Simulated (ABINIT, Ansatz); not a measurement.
# Li2SnF6 (P-31m): G0W0 with ABINIT, start to end, part 2 of 3

Aim: the G0W0 gap of Li2SnF6 (P-31m) on PBEsol, step by step.

ABINIT 10.8.3; PBEsol and many-body steps on it, plane waves. Known limits of the many-body steps: not at the basis limit; exchange with frozen shells missing; no spin-orbit coupling; coarse k mesh.

So far. Step 2 (Ground state): The gap is indirect, with the least direct gap 0.04 eV higher.

**3. Bands along the symmetry lines**

Level of this step: DFT, PBEsol, plane waves, norm-conserving pseudopotentials (ABINIT).

The cheap functional maps the bands first; the places of the edges decide which points the dearer methods must see.

Input file run.abi:

```
acell 3*1.0 Angstrom
rprim 
  4.909513934494 -0.000000000024 0.000000000000
  -2.454756967227 4.251763787517 0.000000000000
  0.000000000000 0.000000000000 4.538039080000
ntypat 3
znucl 3 50 9
natom 9
typat 1 1 2 3 3 3 3 3 3
xred 
  0.666666666667 0.333333333333 0.500000000000
  0.333333333333 0.666666666667 0.500000000000
  0.000000000000 0.000000000000 0.000000000000
  0.329091060000 0.329091060000 0.255027190000
  0.670908940000 0.670908940000 0.744972810000
  0.670908940000 0.000000000000 0.255027190000
  0.329091060000 0.000000000000 0.744972810000
  0.000000000000 0.670908940000 0.255027190000
  0.000000000000 0.329091060000 0.744972810000
pp_dirpath "pseudos"
pseudos "Li.upf, Sn.upf, F.upf"
ecut 36
iscf -2
irdden 1
kptopt 0
nkpt 43
kpt 
  0.00000000 0.00000000 0.00000000
  0.12500000 0.00000000 0.00000000
  0.25000000 0.00000000 0.00000000
  0.37500000 0.00000000 0.00000000
  0.50000000 0.00000000 0.00000000
  0.45833333 0.08333333 0.00000000
  0.41666666 0.16666666 0.00000000
  0.37500000 0.25000000 0.00000000
  0.33333333 0.33333333 0.00000000
  0.25000000 0.25000000 0.00000000
  0.16666666 0.16666666 0.00000000
  0.08333333 0.08333333 0.00000000
  0.00000000 0.00000000 0.00000000
  0.00000000 0.00000000 0.12500000
  0.00000000 0.00000000 0.25000000
  0.00000000 0.00000000 0.37500000
  0.00000000 0.00000000 0.50000000
  0.12500000 0.00000000 0.50000000
  0.25000000 0.00000000 0.50000000
  0.37500000 0.00000000 0.50000000
  0.50000000 0.00000000 0.50000000
  0.45833333 0.08333333 0.50000000
  0.41666666 0.16666666 0.50000000
  0.37500000 0.25000000 0.50000000
  0.33333333 0.33333333 0.50000000
  0.25000000 0.25000000 0.50000000
  0.16666666 0.16666666 0.50000000
  0.08333333 0.08333333 0.50000000
  0.00000000 0.00000000 0.50000000
  0.50000000 0.00000000 0.50000000
  0.50000000 0.00000000 0.37500000
  0.50000000 0.00000000 0.25000000
  0.50000000 0.00000000 0.12500000
  0.50000000 0.00000000 0.00000000
  0.33333333 0.33333333 0.50000000
  0.33333333 0.33333333 0.37500000
  0.33333333 0.33333333 0.25000000
  0.33333333 0.33333333 0.12500000
  0.33333333 0.33333333 0.00000000
  0.33333333 0.33333333 -0.12500000
  0.33333333 0.33333333 -0.25000000
  0.33333333 0.33333333 -0.37500000
  0.33333333 0.33333333 -0.50000000
istwfk *1
nband 38
nbdbuf 2
tolwfr 1e-08
nstep 40
prtwf 0
prtvol 0
indata_prefix "in"
outdata_prefix "out"
tmpdata_prefix "tmp"
```

The run is started by

```sh
> OMP_NUM_THREADS=1 mpirun -n 4 abinit run.abi > log
```

Numbers of over 12 decimals in the logs are rounded to 6 here.

The program printed:

```text
.Version 10.8.3 of ABINIT. v10.8.2 released Aug 2026.

 Symmetries : space group P-3 1 m (#162); Bravais hP (primitive hexag.)
[... echo of the input left out ...]
== DATASET  1 ==================================================================
-   mpi_nproc: 4, omp_nthreads: 1 (-1 if OMP is not activated)

--- !DatasetInfo
iteration_state: {dtset: 1, }
dimensions: {natom: 9, nkpt: 43, mband: 38, nsppol: 1, nspinor: 1, nspden: 1, mpw: 6636, }
cutoff_energies: {ecut:  36.0, pawecutdg:  -1.0, }
electrons: {nelect:   6.20000000E+01, charge:   0.00000000E+00, occopt:   1.00000000E+00, tsmear:   1.00000000E-02, }

 Real(R)+Recip(G) space primitive vectors, cartesian coordinates (Bohr,Bohr^-1):
 R(1)=  9.2776367  0.0000000  0.0000000  G(1)=  0.1077861  0.0622303  0.0000000
 R(2)= -4.6388184  8.0346691  0.0000000  G(2)=  0.0000000  0.1244606  0.0000000
 R(3)=  0.0000000  0.0000000  8.5756510  G(3)=  0.0000000  0.0000000  0.1166092
 Unit cell volume ucvol=  6.3925254E+02 bohr^3
 Angles (23,13,12)=  9.00000000E+01  9.00000000E+01  1.20000000E+02 degrees

 getcut: wavevector=  0.0000  0.0000  0.0000  ngfft=  54  54  48
         ecut(hartree)=     36.000   => boxcut(ratio)=   2.07232

--- Pseudopotential description ------------------------------------------------
- Li Generated using ONCVPSP code by D. R. Hamann
-  3.00000   3.00000  180301                  znucl, zion, pspdat
12 -116133 1 -1 1944                          pspcod,pspxc,lmax,lloc,mmax
     nproj     2     2     0
  pspatm : epsatm=    2.60875052
         --- l  ekb(1:nproj) -->
             0   -4.855856   -1.482423
             1   -2.171544   -0.427615
 pspatm: atomic psp has been read  and splines computed

- Sn Generated using ONCVPSP code by D. R. Hamann
- 50.00000  14.00000  180301                  znucl, zion, pspdat
12 -116133 2 -1 1628                          pspcod,pspxc,lmax,lloc,mmax
     nproj     2     2     2
  pspatm : epsatm=   32.44585810
         --- l  ekb(1:nproj) -->
             0    5.587869    0.749373
[...]
pspatm: atomic psp has been read  and splines computed

- F Generated using ONCVPSP code by D. R. Hamann
-  9.00000   7.00000  180301                  znucl, zion, pspdat
12 -116133 2 -1 832                           pspcod,pspxc,lmax,lloc,mmax
     nproj     2     2     1
  pspatm : epsatm=    4.89824381
         --- l  ekb(1:nproj) -->
[...]
2   -2.394754
 pspatm: atomic psp has been read  and splines computed

--------------------------------------------------------------------------------

================================================================================
 prteigrs : about to open file out_EIG
 Non-SCF case, kpt    1 (  0.00000  0.00000  0.00000), residuals and eigenvalues=
  3.66E-09  2.64E-09  6.52E-09  9.85E-09  7.62E-09  5.68E-09  4.38E-09  5.23E-09
[...]
4.8122E-01  5.3857E-01

--- !ResultsGS
iteration_state: {dtset: 1, }
comment   : Summary of ground state results
lattice_vectors:
- [  9.2776367,  -0.0000000,   0.0000000, ]
- [ -4.6388184,   8.0346691,   0.0000000, ]
- [  0.0000000,   0.0000000,   8.5756510, ]
lattice_lengths: [   9.27764,    9.27764,    8.57565, ]
lattice_angles: [ 90.000,  90.000, 120.000, ] # degrees, (23, 13, 12)
lattice_volume:   6.3925254E+02
convergence: {deltae:  0.000E+00, res2:  0.000E+00, residm:  9.996E-09, diffor:  0.000E+00, }
etotal    :  -2.40681767E+02
entropy   :   0.00000000E+00
fermie    :  -2.47747711E-02
cartesian_stress_tensor: null
pressure_GPa: null
xred      :
- [  6.6667E-01,   3.3333E-01,   5.0000E-01, Li]
- [  3.3333E-01,   6.6667E-01,   5.0000E-01, Li]
- [  0.0000E+00,   0.0000E+00,   0.0000E+00, Sn]
- [  3.2909E-01,   3.2909E-01,   2.5503E-01,  F]
- [  6.7091E-01,   6.7091E-01,   7.4497E-01,  F]
- [  6.7091E-01,  -2.5894E-35,   2.5503E-01,  F]
- [  3.2909E-01,   2.5894E-35,   7.4497E-01,  F]
- [  0.0000E+00,   6.7091E-01,   2.5503E-01,  F]
- [  0.0000E+00,   3.2909E-01,   7.4497E-01,  F]
cartesian_forces: null
force_length_stats: {min: null, max: null, mean: null, }

 Integrated electronic density in atomic spheres:
 ------------------------------------------------
 Atom  Sphere_radius  Integrated_density
[...]
================================================================================

 ----iterations are completed or convergence reached----

 Mean square residual over all n,k,spin=   50.908E-10; max=  99.956E-10
 reduced coordinates (array xred) for    9 atoms
[...]
0.000000000000      0.670908940000      0.255027190000
       0.000000000000      0.329091060000      0.744972810000

 cartesian coordinates (angstrom) at end:
    1      2.454757     1.417255     2.269020
    2      1.333e-11     2.834509     2.269020
    3      0.000000     0.000000     0.000000
[...]
8     -1.646918     2.852546     1.157323
    9     -0.807839     1.399217     3.380716
 length scales=  1.889726125908  1.889726125908  1.889726125908 bohr
              =  1.000000000000  1.000000000000  1.000000000000 angstroms
 prteigrs : about to open file out_EIG
 Eigenvalues (hartree) for nkpt=  43  k points:
 kpt#   1, nband= 38, wtk=  1.00000, kpt=  0.0000  0.0000  0.0000 (reduced coord)
[...]
kpt#   2, nband= 38, wtk=  1.00000, kpt=  0.1250  0.0000  0.0000 (reduced coord)
[...]
kpt#   3, nband= 38, wtk=  1.00000, kpt=  0.2500  0.0000  0.0000 (reduced coord)
[...]
kpt#  42, nband= 38, wtk=  1.00000, kpt=  0.3333  0.3333 -0.3750 (reduced coord)
[...]
0.37617    0.37830    0.37830    0.48596    0.48596    0.53203
 kpt#  43, nband= 38, wtk=  1.00000, kpt=  0.3333  0.3333 -0.5000 (reduced coord)
[...]
-0.13681   -0.10854   -0.10854   -0.08563   -0.08095   -0.08095   -0.05826   -0.05826
  -0.04625   -0.04272   -0.03926   -0.03874   -0.03874   -0.03696   -0.03696    0.21068
   0.37791    0.38376    0.38376    0.48122    0.48122    0.53857

== END DATASET(S) ==============================================================
================================================================================

 -outvars: echo values of variables after computation  --------
            nband          38
             nkpt          43
          spgroup         162
 [... the other variables as echoed above ...]

 Calculation completed.
```

Wall time 99 s (4 MPI ranks of Arm Neoverse N1, shared host); peak memory 0.46 GiB; 6.6 min of CPU time.

Numbers from this step:

| Quantity | Value |
| --- | --- |
| gap | 5.205 eV |
| k of the valence top | 0.5, 0, 0 |
| k of the conduction bottom | 0, 0, 0 |
| least direct gap | 5.249 eV |

The gap is 5.205 eV, as in the run before at this level.

Electronic bands along the path, in eV, zero at the top of the highest filled band:

```
    point  band 28  band 29  band 30  band 31  band 32  band 33  band 34  band 35
        Γ    -0.28    -0.18    -0.18    -0.04     5.21    10.81    12.10    12.10
  halfway    -0.54    -0.28    -0.15    -0.04     5.74    10.79    11.35    11.64
        M    -0.35    -0.29    -0.19     0.00     6.31    10.00    10.93    12.40
  halfway    -0.36    -0.24    -0.11    -0.01     6.35    10.07    10.71    12.29
        K    -0.36    -0.18    -0.03    -0.03     6.40    10.30    10.30    12.27
  halfway    -0.49    -0.39    -0.09    -0.04     5.87    10.63    11.31    11.63
        Γ    -0.28    -0.18    -0.18    -0.04     5.21    10.81    12.10    12.10
  halfway    -0.22    -0.22    -0.14    -0.14     5.68    10.26    11.96    11.96
        A    -0.10    -0.10    -0.08    -0.08     6.16     9.80    11.81    11.81
  halfway    -0.28    -0.20    -0.16    -0.15     6.33    10.29    11.07    11.73
        L    -0.38    -0.34    -0.29    -0.28     6.43    10.82    10.86    11.62
  halfway    -0.40    -0.33    -0.32    -0.28     6.42    10.90    10.90    11.43
        H    -0.38    -0.38    -0.33    -0.33     6.41    10.96    11.12    11.12
  halfway    -0.34    -0.20    -0.20    -0.16     6.35    10.42    11.01    11.67
        A    -0.10    -0.10    -0.08    -0.08     6.16     9.80    11.81    11.81
jump to L    -0.38    -0.34    -0.29    -0.28     6.43    10.82    10.86    11.62
  halfway    -0.40    -0.39    -0.12    -0.06     6.36    10.36    11.06    11.59
        M    -0.35    -0.29    -0.19     0.00     6.31    10.00    10.93    12.40
jump to H    -0.38    -0.38    -0.33    -0.33     6.41    10.96    11.12    11.12
  halfway    -0.61    -0.27    -0.07    -0.07     6.09    10.63    10.63    11.69
        K    -0.36    -0.18    -0.03    -0.03     6.40    10.30    10.30    12.27
  halfway    -0.30    -0.20    -0.11    -0.11     6.73    10.65    10.65    11.17
       H2    -0.38    -0.38    -0.33    -0.33     6.41    10.96    11.12    11.12
```

**4. Empty states on the mesh, 3×3×2 mesh, 202 bands**

The sums over transitions need many empty states on a uniform mesh; this step solves for them.

Input file run.abi:

```
acell 3*1.0 Angstrom
rprim 
  4.909513934494 -0.000000000024 0.000000000000
  -2.454756967227 4.251763787517 0.000000000000
  0.000000000000 0.000000000000 4.538039080000
ntypat 3
znucl 3 50 9
natom 9
typat 1 1 2 3 3 3 3 3 3
xred 
  0.666666666667 0.333333333333 0.500000000000
  0.333333333333 0.666666666667 0.500000000000
  0.000000000000 0.000000000000 0.000000000000
  0.329091060000 0.329091060000 0.255027190000
  0.670908940000 0.670908940000 0.744972810000
  0.670908940000 0.000000000000 0.255027190000
  0.329091060000 0.000000000000 0.744972810000
  0.000000000000 0.670908940000 0.255027190000
  0.000000000000 0.329091060000 0.744972810000
pp_dirpath "pseudos"
pseudos "Li.upf, Sn.upf, F.upf"
ecut 36
ngkpt 3 3 2
nshiftk 1
shiftk 0 0 0
kptopt 1
chksymbreak 0
iscf -2
irdden 1
istwfk *1
nband 202
nbdbuf 18
tolwfr 1e-09
nstep 60
prtvol 0
indata_prefix "in"
outdata_prefix "out"
tmpdata_prefix "tmp"
```

The program printed:

```text
.Version 10.8.3 of ABINIT. v10.8.2 released Aug 2026.

 Symmetries : space group P-3 1 m (#162); Bravais hP (primitive hexag.)
[... echo of the input left out ...]
== DATASET  1 ==================================================================
-   mpi_nproc: 4, omp_nthreads: 1 (-1 if OMP is not activated)

--- !DatasetInfo
iteration_state: {dtset: 1, }
dimensions: {natom: 9, nkpt: 6, mband: 202, nsppol: 1, nspinor: 1, nspden: 1, mpw: 6636, }
cutoff_energies: {ecut:  36.0, pawecutdg:  -1.0, }
electrons: {nelect:   6.20000000E+01, charge:   0.00000000E+00, occopt:   1.00000000E+00, tsmear:   1.00000000E-02, }

 Real(R)+Recip(G) space primitive vectors, cartesian coordinates (Bohr,Bohr^-1):
 R(1)=  9.2776367  0.0000000  0.0000000  G(1)=  0.1077861  0.0622303  0.0000000
 R(2)= -4.6388184  8.0346691  0.0000000  G(2)=  0.0000000  0.1244606  0.0000000
 R(3)=  0.0000000  0.0000000  8.5756510  G(3)=  0.0000000  0.0000000  0.1166092
 Unit cell volume ucvol=  6.3925254E+02 bohr^3
 Angles (23,13,12)=  9.00000000E+01  9.00000000E+01  1.20000000E+02 degrees

 getcut: wavevector=  0.0000  0.0000  0.0000  ngfft=  54  54  48
         ecut(hartree)=     36.000   => boxcut(ratio)=   2.07232

--- Pseudopotential description ------------------------------------------------
- Li Generated using ONCVPSP code by D. R. Hamann
-  3.00000   3.00000  180301                  znucl, zion, pspdat
12 -116133 1 -1 1944                          pspcod,pspxc,lmax,lloc,mmax
     nproj     2     2     0
  pspatm : epsatm=    2.60875052
         --- l  ekb(1:nproj) -->
             0   -4.855856   -1.482423
             1   -2.171544   -0.427615
 pspatm: atomic psp has been read  and splines computed

- Sn Generated using ONCVPSP code by D. R. Hamann
- 50.00000  14.00000  180301                  znucl, zion, pspdat
12 -116133 2 -1 1628                          pspcod,pspxc,lmax,lloc,mmax
     nproj     2     2     2
  pspatm : epsatm=   32.44585810
         --- l  ekb(1:nproj) -->
             0    5.587869    0.749373
[...]
pspatm: atomic psp has been read  and splines computed

- F Generated using ONCVPSP code by D. R. Hamann
-  9.00000   7.00000  180301                  znucl, zion, pspdat
12 -116133 2 -1 832                           pspcod,pspxc,lmax,lloc,mmax
     nproj     2     2     1
  pspatm : epsatm=    4.89824381
         --- l  ekb(1:nproj) -->
[...]
2   -2.394754
 pspatm: atomic psp has been read  and splines computed

--------------------------------------------------------------------------------

================================================================================
 prteigrs : about to open file out_EIG
 Non-SCF case, kpt    1 (  0.00000  0.00000  0.00000), residuals and eigenvalues=
  1.51E-10  2.28E-10  7.95E-11  9.61E-11  7.77E-10  5.67E-11  4.52E-11  8.66E-11
[...]
2.35E-04  2.79E-05
 -1.4899E+00 -1.4887E+00 -7.8598E-01 -7.8598E-01 -7.8433E-01 -7.5356E-01
 -7.4972E-01 -7.4972E-01 -6.9659E-01 -6.9658E-01 -6.9658E-01 -6.5580E-01
 -6.5580E-01 -2.2890E-01 -1.2995E-01 -1.2995E-01 -1.2399E-01 -1.0850E-01
[...]
2.8812E+00  2.8812E+00  2.9091E+00  2.9091E+00  2.9125E+00  2.9572E+00
  2.9693E+00  2.9696E+00  2.9704E+00  2.9731E+00  2.9766E+00  2.9812E+00
  2.9834E+00  2.9846E+00  2.9892E+00  2.9931E+00
 prteigrs : prtvol=0 or 1, do not print more k-points.

--- !ResultsGS
iteration_state: {dtset: 1, }
comment   : Summary of ground state results
lattice_vectors:
- [  9.2776367,  -0.0000000,   0.0000000, ]
- [ -4.6388184,   8.0346691,   0.0000000, ]
- [  0.0000000,   0.0000000,   8.5756510, ]
lattice_lengths: [   9.27764,    9.27764,    8.57565, ]
lattice_angles: [ 90.000,  90.000, 120.000, ] # degrees, (23, 13, 12)
lattice_volume:   6.3925254E+02
convergence: {deltae:  0.000E+00, res2:  0.000E+00, residm:  9.913E-10, diffor:  0.000E+00, }
etotal    :  -2.40681767E+02
entropy   :   0.00000000E+00
fermie    :  -2.47747711E-02
cartesian_stress_tensor: null
pressure_GPa: null
xred      :
- [  6.6667E-01,   3.3333E-01,   5.0000E-01, Li]
- [  3.3333E-01,   6.6667E-01,   5.0000E-01, Li]
- [  0.0000E+00,   0.0000E+00,   0.0000E+00, Sn]
- [  3.2909E-01,   3.2909E-01,   2.5503E-01,  F]
- [  6.7091E-01,   6.7091E-01,   7.4497E-01,  F]
- [  6.7091E-01,  -2.5894E-35,   2.5503E-01,  F]
- [  3.2909E-01,   2.5894E-35,   7.4497E-01,  F]
- [  0.0000E+00,   6.7091E-01,   2.5503E-01,  F]
- [  0.0000E+00,   3.2909E-01,   7.4497E-01,  F]
cartesian_forces: null
force_length_stats: {min: null, max: null, mean: null, }

 Integrated electronic density in atomic spheres:
 ------------------------------------------------
 Atom  Sphere_radius  Integrated_density
[...]
================================================================================

 ----iterations are completed or convergence reached----

 Mean square residual over all n,k,spin=   48.521E-11; max=  99.127E-11
 reduced coordinates (array xred) for    9 atoms
[...]
0.000000000000      0.670908940000      0.255027190000
       0.000000000000      0.329091060000      0.744972810000

 cartesian coordinates (angstrom) at end:
    1      2.454757     1.417255     2.269020
    2      1.333e-11     2.834509     2.269020
[...]
8     -1.646918     2.852546     1.157323
    9     -0.807839     1.399217     3.380716
 length scales=  1.889726125908  1.889726125908  1.889726125908 bohr
              =  1.000000000000  1.000000000000  1.000000000000 angstroms
 prteigrs : about to open file out_EIG
 Eigenvalues (hartree) for nkpt=   6  k points:
 kpt#   1, nband=202, wtk=  0.05556, kpt=  0.0000  0.0000  0.0000 (reduced coord)
[...]
2.85976    2.87688    2.88119    2.88119    2.90909    2.90909    2.91248    2.95718
   2.96933    2.96960    2.97037    2.97306    2.97657    2.98121    2.98344    2.98463
   2.98916    2.99305
 prteigrs : prtvol=0 or 1, do not print more k-points.

== END DATASET(S) ==============================================================
================================================================================

 -outvars: echo values of variables after computation  --------
            nband         202
             nkpt           6
          spgroup         162
 [... the other variables as echoed above ...]

 Calculation completed.
```

It took 2.8 min on 4 MPI ranks; peak memory 0.46 GiB; 11 min of CPU time.

Numbers from this step:

```yaml
gap: 5.229 eV
k_of_the_valence_top: 0.3333, 0, 0
k_of_the_conduction_bottom: 0, 0, 0
least_direct_gap: 5.249 eV
k_points_computed: 6
lowest_point_of_the_top_converged_band_above_the_valence_top: 76.7443 eV
```

On this mesh the gap is 5.229 eV.

(Part 2 of 3 ends here.)

[Paths, hosts, dates, memory and timing lines, banners, echoed tables and standing remarks are left out of the program output.]

[Logs are printed without paths, hosts, clocks, repeated set-up lines and the standing remarks that a program may print on its own settings, such as how far it seeks lower states.]

[Runs of the session that timed out or met a known fault of the program may be left out.]

[Hosts, paths, dates, database ids (printed as entryN), source tags and the programs' standing remarks are cut or masked in the printed files.]

[G0W0 gaps are taken among the corrected bands and points alone; a level outside them can change the order at an edge.]

[Where Ansatz stands beside ABINIT at settings called matched, ABINIT's density can come from a denser mesh and the files from another edition; pairs whose starting gaps differed by over 0.03 eV were left out, so agreement reads better than it is.]
